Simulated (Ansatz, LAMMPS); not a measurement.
## Glassy 80SiO2-20Li2O (mol %) (75 atoms) in motion

Wanted: a short trajectory of glassy 80SiO2-20Li2O (mol %) (75 atoms) with its pair distributions.

Program: Ansatz 0.2.0. Level of theory: Kohn-Sham DFT, PBE, PAW (set soft_2), plane waves. Results are calculated unless marked as measured.

### Step 1. Set-up

The cell holds 75 atoms: 20 Si, 10 Li and 45 O. Its edges and angles: a = 9.737 Å, b = 9.737 Å, c = 9.737 Å, α = 90.0°, β = 90.0°, γ = 90.0°. 75 atoms (20 Si, 10 Li, 45 O) placed at random at 2.26 g/cm³, melted at 4000 K for 10 ps at fixed volume with the Morse and Coulomb pair potential with partial charges (Pedone, Malavasi, Menziani, Cormack and Segre, J. Phys. Chem. B 110, 11780 (2006)). Quenched from 1800 K to 300 K at 20 K/ps and fixed volume, held 10 ps at zero pressure.

Before any run, some limits are plain. The quench rate of 20 K/ps is many orders above laboratory rates, so the cell is likely richer in defects and strain than a real sample. The network of bonds at the start is that of the classical potential that made the cell. Sampling is at Γ alone, for a cell whose shortest periodic width is 10 Å.

### Step 2. Dynamics at 900 K

Without a thermostat the total energy must stay constant, which tests forces and time step. The time step is 1.0 fs.

Contents of input.yaml:

```yaml
crystal:
  lattice:
    - [9.73665, 0.0, 0.0]
    - [0.0, 9.73665, 0.0]
    - [0.0, 0.0, 9.73665]
  atoms:
    - { symbol: Si, position: [0.9952, 0.36552, 0.60835] }
    - { symbol: Si, position: [0.95677, 0.45778, 0.0714] }
    - { symbol: Si, position: [0.51421, 0.59898, 0.1171] }
    - { symbol: Si, position: [0.7233, 0.08427, 0.96842] }
    [... 65 atom lines left out ...]
    - { symbol: O, position: [0.294, 0.21705, 0.50971] }
    - { symbol: O, position: [0.84379, 0.1486, 0.87545] }
    - { symbol: O, position: [0.0304, 0.99202, 0.4146] }
    - { symbol: O, position: [0.89316, 0.45128, 0.70092] }
    - { symbol: O, position: [0.4634, 0.83439, 0.78575] }
    - { symbol: O, position: [0.94565, 0.68799, 0.78618] }
kpoints:
  mp_grid: { grid: [1, 1, 1] }
hamiltonian:
  xc: pbe
scf:
  occupations: { method: gaussian, width: 0.05 }
output:
  forces: true
  stress: true
md:
  timestep: 1.0
  n_steps: 444
  ensemble: nve
  temperature: 900
  initial_velocities: maxwell_boltzmann
  seed: 8193
```

On the command line:

```bash
> ansatz run input.yaml --threads 4 --pin off --max-ram 8192MiB --backend cpu --events-out ev --progress --plain --runs-dir out
```

The job ended after 24 min (4 threads of Arm Neoverse V2, shared host; peak memory 1.1 GiB).

The program notes that the SCF threshold is loose for the stress and it switched symmetry off.

Rows from the run:

| time (fs) | T (K) | potential (meV/atom) | conserved (meV/atom) |
| --- | --- | --- | --- |
| 0.0 | 900 | 0.0 | 0.00 |
| 30.0 | 627 | 34.9 | 0.10 |
| 59.0 | 717 | 23.4 | 0.09 |
| 89.0 | 726 | 22.2 | 0.09 |
| 118.0 | 862 | 4.9 | 0.09 |
| 148.0 | 850 | 6.4 | 0.06 |
| 178.0 | 778 | 15.7 | 0.09 |
| 207.0 | 723 | 22.6 | 0.09 |
| 237.0 | 656 | 31.3 | 0.14 |
| 266.0 | 734 | 21.3 | 0.06 |
| 296.0 | 788 | 14.3 | 0.04 |
| 326.0 | 775 | 16.1 | 0.10 |
| 355.0 | 775 | 16.0 | 0.06 |
| 385.0 | 904 | -0.5 | 0.05 |
| 414.0 | 843 | 7.4 | 0.06 |
| 444.0 | 708 | 24.6 | 0.05 |

Mean square displacement from the first frame to the last: Si 0.062 Å², Li 1.0 Å², O 0.13 Å².

Mean square displacement against time lag:

| time lag (fs) | Li (Å²) | O (Å²) | Si (Å²) |
| --- | --- | --- | --- |
| 1.0 | 3.1e-4 | 1.2e-4 | 6.6e-5 |
| 10.0 | 0.0292 | 0.0109 | 0.00587 |
| 19.0 | 0.0939 | 0.0311 | 0.0159 |
| 28.0 | 0.172 | 0.0518 | 0.0243 |
| 37.0 | 0.246 | 0.0730 | 0.0317 |
| 47.0 | 0.314 | 0.0955 | 0.0402 |
| 56.0 | 0.364 | 0.110 | 0.0474 |
| 65.0 | 0.411 | 0.122 | 0.0544 |
| 74.0 | 0.455 | 0.137 | 0.0621 |
| 83.0 | 0.495 | 0.154 | 0.0694 |
| 93.0 | 0.530 | 0.171 | 0.0766 |
| 102.0 | 0.550 | 0.185 | 0.0841 |
| 111.0 | 0.561 | 0.199 | 0.0920 |
| 120.0 | 0.565 | 0.211 | 0.0976 |
| 129.0 | 0.565 | 0.220 | 0.101 |
| 139.0 | 0.563 | 0.228 | 0.104 |
| 148.0 | 0.561 | 0.235 | 0.107 |
| 157.0 | 0.560 | 0.241 | 0.111 |
| 166.0 | 0.562 | 0.244 | 0.112 |
| 175.0 | 0.567 | 0.244 | 0.112 |
| 185.0 | 0.577 | 0.244 | 0.111 |
| 194.0 | 0.588 | 0.242 | 0.109 |
| 203.0 | 0.603 | 0.239 | 0.108 |
| 212.0 | 0.623 | 0.236 | 0.106 |
| 222.0 | 0.652 | 0.234 | 0.103 |

Over the second half of 444 fs the temperature averages 788 K with swings of 68 K r.m.s. The conserved energy stays within 0.14 meV/atom. From first frame to last Li has the largest mean square displacement, 1.0 Å² at the end; the farthest move is 1.71 Å. The count of bonds goes from 116 in the first frame to 115 in the last, by one set of cutoffs: 10 pairs passed out of them and 9 came within. The run spans 0.44 ps, too short for its means to be equilibrium values.

### Step 3. Local order late in the run

The g(r) is a mean over the second half; what follows it is taken at the last frame.

Density 2.43 g/cm³, 12.31 Å³ an atom.

Mean of 14 frames. Pair distribution functions g(r), in bins of 0.2 Å:

| r (Å) | total | O-O | O-Si | O-Li | Si-Si | Si-Li | Li-Li |
| --- | --- | --- | --- | --- | --- | --- | --- |
| 1.40 | 0.02 | 0.00 | 0.07 | 0.00 | 0.00 | 0.00 | 0.00 |
| 1.60 | 3.12 | 0.00 | 9.65 | 0.21 | 0.00 | 0.00 | 0.00 |
| 1.80 | 1.15 | 0.00 | 2.35 | 2.48 | 0.00 | 0.00 | 0.00 |
| 2.00 | 0.36 | 0.00 | 0.00 | 2.27 | 0.00 | 0.00 | 0.00 |
| 2.20 | 0.27 | 0.01 | 0.00 | 1.56 | 0.00 | 0.03 | 1.07 |
| 2.40 | 0.33 | 0.47 | 0.00 | 0.64 | 0.00 | 0.31 | 1.53 |
| 2.60 | 1.32 | 3.23 | 0.01 | 0.46 | 0.02 | 0.81 | 1.54 |
| 2.80 | 1.23 | 2.62 | 0.06 | 0.59 | 0.69 | 1.34 | 1.27 |
| 3.00 | 0.90 | 0.94 | 0.23 | 0.67 | 3.16 | 1.98 | 1.10 |
| 3.20 | 1.00 | 0.85 | 0.56 | 0.79 | 2.74 | 2.41 | 1.34 |
| 3.40 | 0.94 | 0.86 | 1.02 | 0.91 | 0.22 | 1.77 | 0.81 |
| 3.60 | 1.07 | 0.80 | 1.63 | 0.96 | 0.12 | 1.15 | 0.82 |
| 3.80 | 1.00 | 0.68 | 1.44 | 1.17 | 0.56 | 0.83 | 0.44 |
| 4.00 | 1.08 | 0.62 | 1.71 | 1.23 | 0.91 | 0.61 | 0.65 |
| 4.20 | 1.24 | 0.69 | 1.87 | 1.45 | 1.29 | 0.81 | 0.53 |
| 4.40 | 0.98 | 0.74 | 1.14 | 1.30 | 1.08 | 0.78 | 0.59 |
| 4.60 | 0.96 | 1.00 | 0.74 | 1.29 | 1.07 | 0.90 | 0.69 |
| 4.80 | 0.96 | 1.25 | 0.66 | 0.87 | 1.06 | 0.99 | 0.71 |

Bonds by pair of elements; cutoffs follow the first minimum of g(r), held within bounds set by covalent radii, and pairs that aren't listed don't count as bonded:

| pair A-B | cutoff (Å) | bonds | mean length (Å) | spread (Å) | shortest (Å) | B about A | A about B |
| --- | --- | --- | --- | --- | --- | --- | --- |
| O-Si | 2.16 | 80 | 1.65 | 0.069 | 1.52 | 1.78 | 4 |
| O-Li | 2.52 | 35 | 2.06 | 0.215 | 1.73 | 0.778 | 3.5 |

How many atoms have how many bonded neighbours:

| element | mean | 2 | 3 | 4 | 5 |
| --- | --- | --- | --- | --- | --- |
| Li | 3.5 | 1 | 4 | 4 | 1 |
| O | 2.56 | 22 | 21 | 2 | 0 |
| Si | 4 | 0 | 0 | 20 | 0 |

Bond angles (no mean is given where the spread exceeds 20°):

| angle | count | mean (°) | spread (°) |
| --- | --- | --- | --- |
| O-Si-O | 120 | 109 | 7.8 |
| Li-O-Si | 49 | 114 | 20 |
| O-Li-O | 47 | - | - |
| Si-O-Si | 35 | 140 | 14.6 |
| Li-O-Li | 13 | - | - |

Oxygen atoms by the number of network formers (Si, P, Ge, B, Al, As, Ga) bound to them:

| network formers bound to O | O atoms | per cent |
| --- | --- | --- |
| 0 | 0 | 0 |
| 1 | 10 | 22.2 |
| 2 | 35 | 77.8 |

Network units: each former by its oxygen neighbours and how many of them bridge to another former:

| former | O neighbours | bridging O | atoms |
| --- | --- | --- | --- |
| Si | 4 | 2 | 1 |
| Si | 4 | 3 | 8 |
| Si | 4 | 4 | 11 |

Bond length by coordination (bonds to H left out):

| element | coordination | atoms | mean bond length (Å) |
| --- | --- | --- | --- |
| Li | 2 | 1 | 2.03 |
| Li | 3 | 4 | 1.98 |
| Li | 4 | 4 | 2.06 |
| Li | 5 | 1 | 2.25 |
| O | 2 | 22 | 1.65 |
| O | 3 | 21 | 1.85 |
| O | 4 | 2 | 1.87 |

Rings of the network by King's shortest-path rule, up to 12 atoms, one path for each pair of neighbours; H, halogens, alkali and alkaline-earth atoms are left out, and the last column divides by all other atoms, bonded or not:

| ring size (atoms) | rings | per network atom |
| --- | --- | --- |
| 8 | 3 | 0.046 |
| 10 | 6 | 0.092 |
| 12 | 4 | 0.062 |

First main peaks of g(r), for some of the pairs, lie near 2.7 Å (O-O), 1.6 Å (O-Si), 1.9 Å (O-Li), 3.1 Å (Si-Si) and 3.1 Å (Si-Li). With the cutoffs above, 40 % of Li atoms have 3 and as many 4, 49 % of O atoms have 2 and all Si atoms have 4 bonded neighbours. The O-Si-O angle averages 109° with a spread of 8°. 78 % of the oxygens bridge two formers (Si) and 22 % are non-bridging. The commonest Si unit has 4 oxygens, 4 of them shared with other formers (11 of 20 atoms). Rings of 10 atoms are the most common (46 % of those counted); sizes run from 8 to 12, where the search stops.

### Step 4. Single point at the last frame

The last frame is solved again with fuller output, to read the electronic structure of a thermally displaced geometry.

Contents of input.yaml:

```yaml
crystal:
  lattice:
    - [9.73665, 0.0, 0.0]
    - [0.0, 9.73665, 0.0]
    - [0.0, 0.0, 9.73665]
  atoms:
    - { symbol: Si, position: [0.01047, 0.34937, 0.62174] }
    - { symbol: Si, position: [0.97269, 0.45121, 0.09291] }
    - { symbol: Si, position: [0.50676, 0.59914, 0.12623] }
    - { symbol: Si, position: [0.694, 0.10603, 0.96271] }
    [... 65 atom lines left out ...]
    - { symbol: O, position: [0.30284, 0.19571, 0.48989] }
    - { symbol: O, position: [0.82491, 0.15749, 0.85897] }
    - { symbol: O, position: [0.07736, 0.9886, 0.4105] }
    - { symbol: O, position: [0.90127, 0.43205, 0.71681] }
    - { symbol: O, position: [0.51423, 0.85589, 0.80223] }
    - { symbol: O, position: [0.97286, 0.69557, 0.76828] }
kpoints:
  mp_grid: { grid: [1, 1, 1] }
hamiltonian:
  xc: pbe
scf:
  occupations: { method: gaussian, width: 0.05 }
output:
  forces: true
  stress: true
  populations: true
  dos:
    method: { smearing: { sigma: 0.15 } }
    de: 0.1
    projected: { site_lists: { Li: [Li], O: [O], Si: [Si] } }
  eigenvalues: true
  write_density: true
  write_potential: true
  volumetric_format: npy
  elf: true
```

Elapsed: 8.6 s, on 4 threads; peak memory 1.1 GiB.

Numbers from this run:

```yaml
free_energy: -40371.0816 eV
free_energy_per_atom: -538.2811 eV/atom
scf_cycles: 9
pressure: 0.5645 GPa
r_m_s_force_component: 1.332 eV/Å
longest_force: 5.086 eV/Å
fermi_energy: 5.609 eV
spacing_of_highest_filled_and_lowest_empty_level: 2.978 eV
spilling_of_the_projection: 0.01289
```

Neighbours are counted within 2.16 Å (O-Si), 2.52 Å (O-Li), the cutoffs taken from the dynamics.

Length of the force by element and coordination:

| element | coordination | atoms | mean length of the force (eV/Å) | spread | least | most |
| --- | --- | --- | --- | --- | --- | --- |
| Li | all | 10 | 0.705 | 0.247 | 0.479 | 1.30 |
| Li | 2 | 1 | 0.556 | 0 | 0.556 | 0.556 |
| Li | 3 | 4 | 0.738 | 0.335 | 0.479 | 1.30 |
| Li | 4 | 4 | 0.725 | 0.179 | 0.530 | 0.949 |
| Li | 5 | 1 | 0.637 | 0 | 0.637 | 0.637 |
| O | all | 45 | 2.07 | 1.03 | 0.553 | 5.09 |
| O | 2 | 22 | 2.29 | 1.07 | 0.739 | 5.09 |
| O | 3 | 21 | 1.89 | 0.967 | 0.553 | 3.73 |
| O | 4 | 2 | 1.57 | 0.354 | 1.22 | 1.92 |
| Si | all | 20 | 2.62 | 0.911 | 0.787 | 4.54 |

Löwdin charges by element and coordination (they lack the spilled electrons, 0.065 e an atom on average):

| element | coordination | atoms | mean charge (e) | spread | least | most |
| --- | --- | --- | --- | --- | --- | --- |
| Li | all | 10 | 0.808 | 0.0132 | 0.784 | 0.830 |
| Li | 2 | 1 | 0.830 | 0 | 0.830 | 0.830 |
| Li | 3 | 4 | 0.802 | 0.0153 | 0.784 | 0.823 |
| Li | 4 | 4 | 0.807 | 0.0069 | 0.798 | 0.816 |
| Li | 5 | 1 | 0.811 | 0 | 0.811 | 0.811 |
| O | all | 45 | -0.827 | 0.0768 | -1.01 | -0.753 |
| O | 2 | 22 | -0.782 | 0.0309 | -0.911 | -0.753 |
| O | 3 | 21 | -0.857 | 0.0758 | -0.990 | -0.779 |
| O | 4 | 2 | -1.00 | 0.0097 | -1.01 | -0.991 |
| Si | all | 20 | 1.70 | 0.0505 | 1.59 | 1.77 |

Density of states as counts of states in windows of 1 eV (from the Fermi level), total and the larger projections:

| from (eV) | to (eV) | total | O p | Si p | Si s |
| --- | --- | --- | --- | --- | --- |
| -14 | -13 | 0.0 | 0.0 | 0.0 | 0.0 |
| -13 | -12 | 4.7 | 3.1 | 0.2 | 1.2 |
| -12 | -11 | 8.3 | 5.5 | 0.6 | 1.7 |
| -11 | -10 | 12.1 | 8.3 | 1.2 | 1.9 |
| -10 | -9 | 15.0 | 11.0 | 2.4 | 1.0 |
| -9 | -8 | 24.0 | 18.3 | 4.7 | 0.4 |
| -8 | -7 | 18.6 | 14.6 | 2.4 | 0.3 |
| -7 | -6 | 34.4 | 29.1 | 2.7 | 0.3 |
| -6 | -5 | 49.2 | 44.2 | 2.2 | 0.3 |
| -5 | -4 | 46.8 | 43.8 | 1.2 | 0.1 |
| -4 | -3 | 35.6 | 33.7 | 0.8 | 0.0 |
| -3 | -2 | 15.9 | 14.9 | 0.4 | 0.0 |
| -2 | -1 | 5.4 | 5.1 | 0.1 | 0.0 |
| -1 | 1 | 0.0 | 0.0 | 0.0 | 0.0 |
| 1 | 2 | 2.0 | 0.1 | 0.1 | 0.5 |
| 2 | 3 | 1.3 | 0.2 | 0.3 | 0.3 |
| 3 | 4 | 13.9 | 2.0 | 3.9 | 3.3 |
| 4 | 5 | 19.6 | 2.5 | 7.3 | 2.7 |

Between -26 and -14 eV lie 90 more states.

The stored curve holds about 360 of the 380 electrons; the rest, give or take the few that broadening carries across the Fermi level, lie in deeper levels below its range.

The levels nearest the highest filled one (over half full), pooled over k-points and spins:

| level less the highest filled one (eV) | occupation |
| --- | --- |
| -1.13 | 2 |
| -1.04 | 2 |
| -0.865 | 2 |
| -0.431 | 2 |
| -0.379 | 2 |
| 0 | 2 |
| 2.98 | 0 |
| 4.49 | 0 |
| 4.60 | 0 |
| 4.68 | 0 |
| 5.01 | 0 |
| 5.16 | 0 |

Mean Löwdin charges: Li +0.81, O -0.83, Si +1.70 e (they miss 1.3 % of the electrons, so they add up to more than the cell's charge).

### Step 5. Summary of results

| Quantity | Value |
| --- | --- |
| mean temperature, second half | 788.3 K |
| temperature swing, second half | 68.42 K |
| mean pressure, second half | 1.584 GPa |
| slope of the conserved energy against time, by least squares | -0.0047 meV/atom/ps |
| free energy per atom | -538.2811 eV/atom |
| pressure | 0.5645 GPa |
| r.m.s. force component | 1.332 eV/Å |
| gap (highest filled to lowest empty level) | 2.978 eV |
| wall time of the 2 DFT runs | 24 min |

In words: Over the second half of 444 fs the temperature averages 788 K with swings of 68 K r.m.s. The conserved energy stays within 0.14 meV/atom. The count of bonds goes from 116 in the first frame to 115 in the last, by one set of cutoffs: 10 pairs passed out of them and 9 came within. The run spans 0.44 ps, too short for its means to be equilibrium values. With the cutoffs above, 40 % of Li atoms have 3 and as many 4, 49 % of O atoms have 2 and all Si atoms have 4 bonded neighbours. 78 % of the oxygens bridge two formers (Si) and 22 % are non-bridging. The highest filled and lowest empty levels differ by 2.98 eV (at Γ alone); a semilocal functional tends to put such gaps too low. In a disordered cell it changes from sample to sample, and tail or defect levels can set it.

Caveats: The network of bonds at the start is that of the classical potential that made the cell; in DFT 10 of its 116 bonded pairs passed out of the cutoffs and 9 came within them. The stress is far from hydrostatic: its diagonal is 2.8, 0.7, -1.9 GPa, compression counted positive. The pressure of a single frame lacks the kinetic term, about 0.88 GPa here.

[Logs are printed without paths, hosts, clocks, repeated set-up lines and the standing remarks that a program may print on its own settings, such as how far it seeks lower states.]

[Hosts, paths, dates, database ids (printed as entryN), source tags and the programs' standing remarks are cut or masked in the printed files.]
